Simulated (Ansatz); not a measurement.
# How fast states decay through Na3YCl3F3, part 2 of 3

A new crystal, Na3YCl3F3: structure, gap and complex bands. It is built by putting F for part of the Cl in the Na3YCl6 structure of space group R-3, with the volume rescaled by atomic radii. The parent structure comes from the Materials Project.

Ansatz 0.2.0; PBE DFT, plane waves, PAW files (the session's first sound run).

So far. Step 2 (Cell and atoms at rest): The largest force component on a free atom ends at 0.0080 eV/Å.

The structure was built from a prototype and need not be the compound's stable phase.

## Step 3: The bulk crystal and its band edges

The energy window and the wavevectors of the next steps follow from the band edges, so these are searched first, off the mesh as well.

input.yaml reads:

```yaml
crystal:
  lattice:
    - [3.3665375167, 1.8221047259, 5.7803937667]
    - [-3.1238616428, 1.7858055718, 5.6546837016]
    - [0.0899019474, -3.8197949134, 5.7868983731]
  atoms:
    - { symbol: Na, position: [0.330272064, 0.1638215454, 0.2429885921] }
    - { symbol: Na, position: [0.459953897, 0.4889872082, 0.5753338272] }
    - { symbol: Na, position: [0.8360803272, 0.7822140015, 0.7672194709] }
    - { symbol: "Y", position: [-0.0031870595, 0.0503910731, -0.0604719599] }
    - { symbol: F, position: [0.0832161097, 0.3859636037, 0.7549629901] }
    - { symbol: Cl, position: [0.3578387708, 0.8154679142, 0.1140164952] }
    - { symbol: Cl, position: [0.6703372493, 0.1146688727, 0.3810329591] }
    - { symbol: F, position: [0.1794649804, 0.9006096647, 0.6472325731] }
    - { symbol: F, position: [0.665106131, 0.208224043, 0.8672870728] }
    - { symbol: Cl, position: [0.92091753, 0.5896520735, 0.2103979795] }
kpoints:
  mp_grid: { grid: [4, 4, 4] }
  band_path: { path: [VBM, CBM], npoints: 30 }
scf:
  occupations: { method: fixed }
hamiltonian:
  xc: pbe
output:
  eigenvalues: true
  write_potential: true
  write_density: true
  volumetric_format: npy
  elf: true
```

Command:

```bash
ansatz run input.yaml --threads 2 --pin off --max-ram 4096MiB --backend cpu --events-out ev --progress --plain --runs-dir out
```

Numbers of over 12 decimals in the logs are rounded to 6 here.

Log:

```text
[...]
Crystal: 10 atoms, lattice volume = 209.419 Å³
Basis set: ecut = 420 eV, 4099 PW (Γ)
Bands: 50, of which v1, the nominal top of the filled ones, is band 40 counted from 1 (39 counted from 0)
Symmetry: 1 space group operations
[...]
k-points: 36 of 64 (time reversal used)
[...]
SCF iter   1: F=—  HF=-13989.614884 eV  |F-HF|=—  |Δ(HF+E_count)|=         —  Δρ=8.34e-4  dr2=1.76e-3  ethr=1.77e-3  ⟨swp⟩=5.0  Hψ=6452  notcnv=0  defer=272
[...]
SCF iter   6: F=-13989.614766 eV  HF=-13989.614766 eV  |F-HF|=8.81e-8  |Δ(HF+E_count)|=   4.96e-7  Δρ=4.66e-6  dr2=4.96e-8  ethr=1.25e-10  ⟨swp⟩=9.3  Hψ=7369  notcnv=0
SCF 1 converged in 6 iterations: F = -13989.614766 eV  dr2 = 4.96e-8
[...]
NSCF: frozen V_eff on 112 k-points
[...]
SCF converged after 6 iterations
Free energy (F): -13989.614766 eV
[...]
Internal energy: -13989.614766 eV  (E = F + TS)
E sigma→0 (E₀):  -13989.614766 eV
Fermi energy:    1.538240 eV
[...]
--- Band table (eV; the first three rows and the last of 36) ---
  k-point 0: bands = [... 36 lower, 0.9360, 0.9734, 1.1669, 1.5382, 6.4957, 7.5063, 7.6706, 7.8844, ... 6 higher]
  k-point 1: bands = [... 36 lower, 0.7807, 0.9779, 1.1920, 1.5335, 7.0997, 7.5037, 7.6545, 7.8182, ... 6 higher]
  k-point 2: bands = [... 36 lower, 0.7971, 0.9682, 1.2178, 1.5259, 7.4878, 7.6289, 7.7062, 8.2331, ... 6 higher]
  k-point 35: bands = [... 36 lower, 0.8106, 0.9299, 1.1183, 1.2745, 7.5215, 7.6370, 7.7093, 8.1280, ... 6 higher]
```

Elapsed: 80 s, on 2 threads of Arm Neoverse V2, shared host; peak memory 0.92 GiB; 2.6 min of CPU time.

In the SCF lines HF is the Harris–Foulkes energy and dr2 the Hartree energy of the density residual, in eV; the loop may stop once dr2 is under the threshold and the program's other checks hold. Hψ counts applications of the Hamiltonian.

This step gave:

| Item | Value |
| --- | --- |
| free energy | -13989.6148 eV |
| Fermi energy | 1.538 eV |
| gap on the k-mesh | 4.957 eV |
| gap on path | 4.957 eV, by band count; negative where bands overlap |
| direct gap on path | 4.957 eV |
| edge places on path | 0, 0 1/A along the path |

Levels at VBM (eV): -3.13, -3.00, -2.98, -2.88, -2.84, -2.67, -2.41, -2.23, -2.17, -1.67, -1.42, -1.23, -1.08, -0.81, -0.60, -0.56, -0.37, 0.00, 4.96, 5.97, 6.13, 6.35, 7.69.

Valence density in the ac plane at fractional y = 0.782, with atoms of Na and Cl within 0.2 Å of it. It is the smooth field of the valence electrons, not physical close to the nuclei.

Ten steps, logarithmic in the rise over the least value, from '_' (0 e/Å³) to '@' (16 e/Å³), each cell a mean:
```
....________..::----::..__________....
______________..........__..::::..____
__......__________________::**##++..__
__..::::::..______________::##@@@@**..
__..--==--::______________..++@@@@%%--
__..::==++--..______________..++%%##==
____..--====::..______________..----::
______..::--::..______________________
________......________________________
______________________________________
______________________________________
______________________________________
______....::....______________________
____..::------::..________..........__
____..::--++++==--..______..::::::....
..____::--++======--..____..::::--::..
....__..--====--++==::______..::----::
....____..--====++==--..______..::::::
....______..--======--..________......
```
Columns run along a (6.9 Å), rows up along c (6.9 Å). Atoms in or near the plane, at fractional coordinates: Na at (0.84, 0.77), Cl at (0.36, 0.11).

Electrostatic potential energy in the ac plane at fractional y = 0.782, with atoms of Na and Cl within 0.2 Å of it. With pseudopotentials it is smooth inside the atoms' cores, unlike the true potential.

Ten even steps from '0' (-42 eV) to '9' (8 eV), each cell a mean:
```
9988999988999999999
9999999999999877899
9999999999999742589
9999999999999720048
9998899999999850017
8997689999999985116
8999779999999998767
9999999999999999988
9999999999999999999
9999999999999999999
9999999999999999999
9999999999999999999
9999999999999999999
9999877899999999999
9999732489999999999
9999710038999998889
8899840005999999888
8889973004899999988
8888997435899999999
```
Columns run along a (6.9 Å; values clipped at the 3rd and 97th percentile), rows up along c (6.9 Å). Atoms in or near the plane, at fractional coordinates: Na at (0.84, 0.77), Cl at (0.36, 0.11).

ELF in the ac plane at fractional y = 0.782, with atoms of Na and Cl within 0.2 Å of it. It is the smooth field of the valence electrons, not physical close to the nuclei.

Ten even steps from '0' (0.00) to '9' (0.88), each cell a mean:
```
1000027899960000133
0000002578740132000
0122100134420366510
0356530001100264551
0378863000000155363
0268986200000015665
0047887410000001454
0014777410001110000
0001344310000121000
0000001100000011100
0001100000000000000
0024542000001100000
0147887520013332100
0158999962003676531
0048999996102688863
2027997798501589985
3004897589820268986
3101699789950037887
3100279999971003676
```
Columns run along a (6.9 Å), rows up along c (6.9 Å). Atoms in or near the plane, at fractional coordinates: Na at (0.84, 0.77), Cl at (0.36, 0.11).

The searched edges give 4.96 eV, as on the mesh.

## Step 4: Decaying states in the gap, plane (010)

This step: PBE DFT, plane waves, PAW files; complex bands by layer matching along the plane's normal (Ansatz 0.2.0).

The same crystal is laid in a cell whose first two vectors span the (010) plane (indices of the standard conventional cell, whose axes can be ordered otherwise than in the bulk input). At fixed energy and wavevector in the plane the solver finds all kz, real and complex. A few wavevectors are listed, (0, 0) and (0.5, 0) in units of the plane's reciprocal vectors; the slowest state needn't be among them.

input.yaml reads:

```yaml
crystal:
  lattice:
    - [6.93300747, 0.0, 0.0]
    - [3.265966019, 5.610335807, 0.0]
    - [3.068430183, 2.040744604, 5.384005217]
  atoms:
    - { symbol: Na, position: [0.7370822015, 0.8361784546, 0.7570114079] }
    - { symbol: Na, position: [0.5242749324, 0.5110127918, 0.4246661728] }
    - { symbol: Na, position: [0.3855137996, 0.2177859985, 0.2327805291] }
    - { symbol: "Y", position: [0.9867320537, 0.9496089269, 0.0604719599] }
    - { symbol: F, position: [0.2241427035, 0.6140363963, 0.2450370099] }
    - { symbol: Cl, position: [0.2873231802, 0.1845320858, 0.8859835048] }
    - { symbol: Cl, position: [0.1660390811, 0.8853311273, 0.6189670409] }
    - { symbol: F, position: [0.7273072182, 0.0993903353, 0.3527674269] }
    - { symbol: F, position: [0.7406172468, 0.791775957, 0.1327129272] }
    - { symbol: Cl, position: [0.720967583, 0.4103479265, 0.7896020205] }
kpoints:
  mp_grid: { grid: [4, 4, 4] }
scf:
  occupations: { method: fixed }
hamiltonian:
  xc: pbe
output:
  eigenvalues: true
  transmission:
    leads: [[0, 0]]
    kpoints: [[0.0, 0.0], [0.5, 0.0]]
    e_range: [-1.0, 5.96]
    de: 0.12
```

Log:

```text
[...]
Crystal: 10 atoms, lattice volume = 209.419 Å³
Basis set: ecut = 420 eV, 4099 PW (Γ)
Bands: 50, of which v1, the nominal top of the filled ones, is band 40 counted from 1 (39 counted from 0)
Symmetry: 1 space group operations
[...]
k-points: 36 of 64 (time reversal used)
[...]
SCF iter   1: F=—  HF=-13989.614877 eV  |F-HF|=—  |Δ(HF+E_count)|=         —  Δρ=8.34e-4  dr2=1.76e-3  ethr=1.77e-3  ⟨swp⟩=5.0  Hψ=6450  notcnv=0  defer=272
[...]
SCF iter   6: F=-13989.614765 eV  HF=-13989.614765 eV  |F-HF|=8.78e-8  |Δ(HF+E_count)|=   5.09e-7  Δρ=4.65e-6  dr2=4.93e-8  ethr=1.25e-10  ⟨swp⟩=9.3  Hψ=7376  notcnv=0
SCF 1 converged in 6 iterations: F = -13989.614765 eV  dr2 = 4.93e-8
[...]
transmission: 11 of 22 steps passed
transmission: 22 of 22 steps passed
SCF converged after 6 iterations
Free energy (F): -13989.614765 eV
[...]
Internal energy: -13989.614765 eV  (E = F + TS)
E sigma→0 (E₀):  -13989.614765 eV
Fermi energy:    1.538233 eV
[...]
--- Band table (eV; the first three rows and the last of 36) ---
  k-point 0: bands = [... 36 lower, 0.9360, 0.9734, 1.1669, 1.5382, 6.4957, 7.5063, 7.6706, 7.8844, ... 6 higher]
  k-point 1: bands = [... 36 lower, 0.7807, 0.9779, 1.1920, 1.5334, 7.0997, 7.5038, 7.6545, 7.8182, ... 6 higher]
  k-point 2: bands = [... 36 lower, 0.7971, 0.9682, 1.2177, 1.5259, 7.4878, 7.6289, 7.7062, 8.2331, ... 6 higher]
  k-point 35: bands = [... 36 lower, 0.7953, 0.9882, 1.1293, 1.4435, 7.3969, 7.6060, 7.7984, 8.3646, ... 6 higher]
--- Transmission ---
  basis      : 343 plane waves across, 11 finite elements along
  points     : 2, as listed
  energies   : 59 from -1.000000 to 5.960000 eV about the Fermi level, 0.120000 eV apart; the leads are filled to 2.478742 eV, and channels, transmission and decay are at 2.480000 eV
  crystal 0  : Cl3Na3Y1F3, at the sites [0, 0], period 5.3840 Å: whole cells are its period
    offset         : up to 0.0000 Å between an atom of the period and one for which it stands
    channels       : 0.000000e0 a spin
    conductance    : none, the energies end too early or step too widely for 300 K: set another output.transmission.e_range or a lower de, or, where they end at an eighth of basis.ecutwfc, a higher one
    slowest decay  : 0.4279 /Å at (0.0000, 0.0000)
```

The job ended after 2 min (2 threads; peak memory 1.4 GiB).

This step gave:

```
level to which the leads are filled                       : 2.479 eV from the Fermi level
decay constant at the filling level, zone centre          : 0.4279 Å⁻¹
decay constant at the filling level, slowest listed point : 0.4279 Å⁻¹
```

K parallel (0, 0); values up to 1.5 1/Å, a degenerate pair printed once or twice; energies at which all values exceed this have no row. Im kz of the slowest decaying states against energy, zero at the highest filled level on the SCF mesh:

```csv
energy (eV),decay 1 (Å⁻¹),decay 2 (Å⁻¹),decay 3 (Å⁻¹),decay 4 (Å⁻¹)
-1.00,0.221,0.340,0.363,0.410
-0.76,0.210,0.472,0.521,0.757
-0.40,0.207,0.325,0.371,0.478
-0.16,0.319,0.365,0.498,0.585
-0.04,0.301,0.382,0.597,0.654
0.08,0.332,0.526,0.530,0.690
0.44,0.387,0.534,0.733,0.744
0.68,0.407,0.554,0.766,0.792
0.92,0.421,0.570,0.743,0.818
1.28,0.434,0.590,0.743,0.834
1.52,0.439,0.599,0.747,0.841
1.76,0.440,0.607,0.751,0.844
2.12,0.437,0.614,0.756,0.842
2.36,0.432,0.617,0.758,0.839
2.60,0.424,0.618,0.759,0.833
2.84,0.413,0.617,0.759,0.826
3.20,0.391,0.613,0.759,0.811
3.44,0.373,0.609,0.757,0.799
3.68,0.351,0.603,0.755,0.785
4.04,0.308,0.592,0.749,0.759
4.28,0.271,0.582,0.739,0.745
4.52,0.223,0.570,0.716,0.739
4.88,0.0969,0.548,0.674,0.727
5.12,0.530,0.639,0.715,0.734
5.36,0.508,0.595,0.686,0.695
5.72,0.458,0.496,0.573,0.610
5.96,0.0864,0.289,0.368,0.414
```

K parallel (0.5, 0); values up to 1.5 1/Å, a degenerate pair printed once or twice; energies at which all values exceed this have no row. Im kz of the slowest decaying states against energy, zero at the highest filled level on the SCF mesh:

```csv
energy (eV),decay 1 (Å⁻¹),decay 2 (Å⁻¹),decay 3 (Å⁻¹),decay 4 (Å⁻¹)
-1.000,0.225,0.276,0.456,0.536
-0.520,0.273,0.426,0.468,0.767
-0.040,0.441,0.448,0.591,0.637
0.440,0.542,0.621,0.668,0.694
1.040,0.593,0.666,0.730,0.779
1.520,0.612,0.693,0.745,0.836
2.000,0.620,0.710,0.753,0.846
2.480,0.619,0.719,0.754,0.848
2.960,0.611,0.722,0.751,0.843
3.440,0.595,0.718,0.743,0.818
4.040,0.563,0.704,0.730,0.757
4.520,0.526,0.683,0.700,0.72
5.000,0.475,0.619,0.652,0.718
5.480,0.401,0.481,0.600,0.670
```

At the listed wavevectors the last open channel is at -0.40 eV and the next at +5.00 eV on the grid, wider than the gap, since narrow bands can fall between grid energies. At +2.48 eV, the grid energy nearest the filling level (the middle of the gap on the SCF mesh), the slowest state at the listed wavevectors decays with κ = 0.428 Å⁻¹, its amplitude falling by e over 2.3 Å. Through 1 nm of this crystal that state's transmission falls by exp(−2 × 0.428 Å⁻¹ × 10 Å) = 1.9e-4.

## Step 5: Decaying states in the gap, plane (001)

The same for the (001) plane, at (0, 0) and (0.5, 0), to see how the decay depends on direction.

input.yaml reads:

```yaml
crystal:
  lattice:
    - [6.491717947, 0.0, 0.0]
    - [3.307391266, 5.623929011, 0.0]
    - [3.487977603, 1.731412808, 5.736097498]
  atoms:
    - { symbol: Na, position: [0.8361784546, 0.7570114079, 0.7370822015] }
    - { symbol: Na, position: [0.5110127918, 0.4246661728, 0.5242749324] }
    - { symbol: Na, position: [0.2177859985, 0.2327805291, 0.3855137996] }
    - { symbol: "Y", position: [0.9496089269, 0.0604719599, 0.9867320537] }
    - { symbol: F, position: [0.6140363963, 0.2450370099, 0.2241427035] }
    - { symbol: Cl, position: [0.1845320858, 0.8859835048, 0.2873231802] }
    - { symbol: Cl, position: [0.8853311273, 0.6189670409, 0.1660390811] }
    - { symbol: F, position: [0.0993903353, 0.3527674269, 0.7273072182] }
    - { symbol: F, position: [0.791775957, 0.1327129272, 0.7406172468] }
    - { symbol: Cl, position: [0.4103479265, 0.7896020205, 0.720967583] }
kpoints:
  mp_grid: { grid: [4, 4, 4] }
scf:
  occupations: { method: fixed }
hamiltonian:
  xc: pbe
output:
  eigenvalues: true
  transmission:
    leads: [[0, 0]]
    kpoints: [[0.0, 0.0], [0.5, 0.0]]
    e_range: [-1.0, 5.96]
    de: 0.14
```

Log:

```text
[...]
Crystal: 10 atoms, lattice volume = 209.419 Å³
Basis set: ecut = 420 eV, 4099 PW (Γ)
Bands: 50, of which v1, the nominal top of the filled ones, is band 40 counted from 1 (39 counted from 0)
Symmetry: 1 space group operations
[...]
k-points: 36 of 64 (time reversal used)
[...]
SCF iter   1: F=—  HF=-13989.614879 eV  |F-HF|=—  |Δ(HF+E_count)|=         —  Δρ=8.34e-4  dr2=1.76e-3  ethr=1.77e-3  ⟨swp⟩=5.0  Hψ=6449  notcnv=0  defer=272
[...]
SCF iter   6: F=-13989.614765 eV  HF=-13989.614765 eV  |F-HF|=8.83e-8  |Δ(HF+E_count)|=   5.04e-7  Δρ=4.65e-6  dr2=4.94e-8  ethr=1.25e-10  ⟨swp⟩=9.4  Hψ=7368  notcnv=0
SCF 1 converged in 6 iterations: F = -13989.614765 eV  dr2 = 4.94e-8
[...]
transmission: 9 of 18 steps passed
transmission: 18 of 18 steps passed
SCF converged after 6 iterations
Free energy (F): -13989.614765 eV
[...]
Internal energy: -13989.614765 eV  (E = F + TS)
E sigma→0 (E₀):  -13989.614765 eV
Fermi energy:    1.538233 eV
[...]
--- Band table (eV; the first three rows and the last of 36) ---
  k-point 0: bands = [... 36 lower, 0.9360, 0.9734, 1.1669, 1.5382, 6.4957, 7.5063, 7.6706, 7.8844, ... 6 higher]
  k-point 1: bands = [... 36 lower, 0.8970, 0.9790, 1.1322, 1.3770, 7.0147, 7.5324, 7.6568, 7.8138, ... 6 higher]
  k-point 2: bands = [... 36 lower, 0.8106, 0.9299, 1.1183, 1.2745, 7.5215, 7.6370, 7.7093, 8.1280, ... 6 higher]
  k-point 35: bands = [... 36 lower, 0.7953, 0.9882, 1.1293, 1.4435, 7.3969, 7.6060, 7.7984, 8.3646, ... 6 higher]
--- Transmission ---
  basis      : 313 plane waves across, 9 finite elements along
  points     : 2, as listed
[...]
crystal 0  : Cl3F3Na3Y1, at the sites [0, 0], period 5.7361 Å: whole cells are its period
[...]
channels       : 0.000000e0 a spin
[...]
slowest decay  : 0.4240 /Å at (0.0000, 0.0000)
```

Wall time 74 s (2 threads); peak memory 1.4 GiB; 2.4 min of CPU time.

Numbers from this step:

```yaml
decay_constant_at_the_filling_level_zone_centre: 0.4240 Å⁻¹
decay_constant_at_the_filling_level_slowest_listed_point: 0.424 Å⁻¹
```

K parallel (0, 0); values up to 1.5 1/Å, a degenerate pair printed once or twice; energies at which all values exceed this have no row. Table of Im kz of the slowest decaying states by energy, zero at the highest filled level on the SCF mesh:

```csv
energy (eV),decay 1 (Å⁻¹),decay 2 (Å⁻¹),decay 3 (Å⁻¹),decay 4 (Å⁻¹)
-1.00,0.0831,0.330,0.573,0.771
-0.72,0.251,0.369,0.419,0.536
-0.30,0.224,0.274,0.478,0.615
-0.02,0.481,0.501,0.550,0.705
0.40,0.296,0.597,0.625,0.687
0.68,0.350,0.642,0.659,0.795
1.10,0.396,0.687,0.699,0.819
1.38,0.413,0.709,0.719,0.828
1.80,0.427,0.731,0.743,0.831
2.08,0.429,0.740,0.755,0.829
2.36,0.427,0.747,0.765,0.823
2.78,0.415,0.751,0.776,0.810
3.06,0.402,0.751,0.779,0.799
3.48,0.373,0.746,0.778,0.781
3.76,0.346,0.740,0.761,0.778
4.18,0.292,0.727,0.731,0.767
4.46,0.240,0.706,0.714,0.753
4.88,0.0989,0.661,0.690,0.721
5.16,0.622,0.669,0.686,0.779
5.58,0.538,0.595,0.625,0.741
5.86,0.431,0.434,0.576,0.710
```

K parallel (0.5, 0); values up to 1.5 1/Å, a degenerate pair printed once or twice; energies at which all values exceed this have no row. Im kz of the slowest decaying states against energy, zero at the highest filled level on the SCF mesh:

```csv
energy (eV),decay 1 (Å⁻¹),decay 2 (Å⁻¹),decay 3 (Å⁻¹),decay 4 (Å⁻¹)
-1.00,0.0676,0.252,0.272,0.380
-0.72,0.177,0.260,0.323,0.548
-0.30,0.220,0.462,0.497,0.816
-0.02,0.244,0.248,0.472,0.564
0.40,0.411,0.439,0.569,0.642
0.68,0.471,0.504,0.602,0.671
1.10,0.534,0.572,0.634,0.694
1.38,0.565,0.607,0.648,0.698
1.80,0.599,0.663,0.667,0.677
2.08,0.615,0.672,0.679,0.757
2.36,0.625,0.681,0.683,0.747
2.78,0.629,0.682,0.712,0.934
3.06,0.625,0.677,0.710,0.916
3.48,0.610,0.665,0.703,0.890
3.76,0.595,0.654,0.698,0.869
4.18,0.565,0.630,0.686,0.831
4.46,0.540,0.610,0.676,0.800
4.88,0.491,0.572,0.659,0.740
5.16,0.449,0.539,0.645,0.691
5.58,0.346,0.469,0.579,0.687
5.86,0.335,0.440,0.452,0.530
```

At the listed wavevectors the last open channel is at -0.02 eV and the next at +5.02 eV on the grid. At +2.50 eV, the grid energy nearest the filling level (the middle of the gap on the SCF mesh), the slowest state at the listed wavevectors decays with κ = 0.424 Å⁻¹, its amplitude falling by e over 2.4 Å; the first such run, plane (010), gave 0.428 Å⁻¹.

[end of part 2 of 3]

[Logs are printed without paths, hosts, clocks, repeated set-up lines and the standing remarks that a program may print on its own settings, such as how far it seeks lower states.]

[Hosts, paths, dates, database ids (printed as entryN), source tags and the programs' standing remarks are cut or masked in the printed files.]

[New means built here by substitution; the compound itself may be known and measured.]
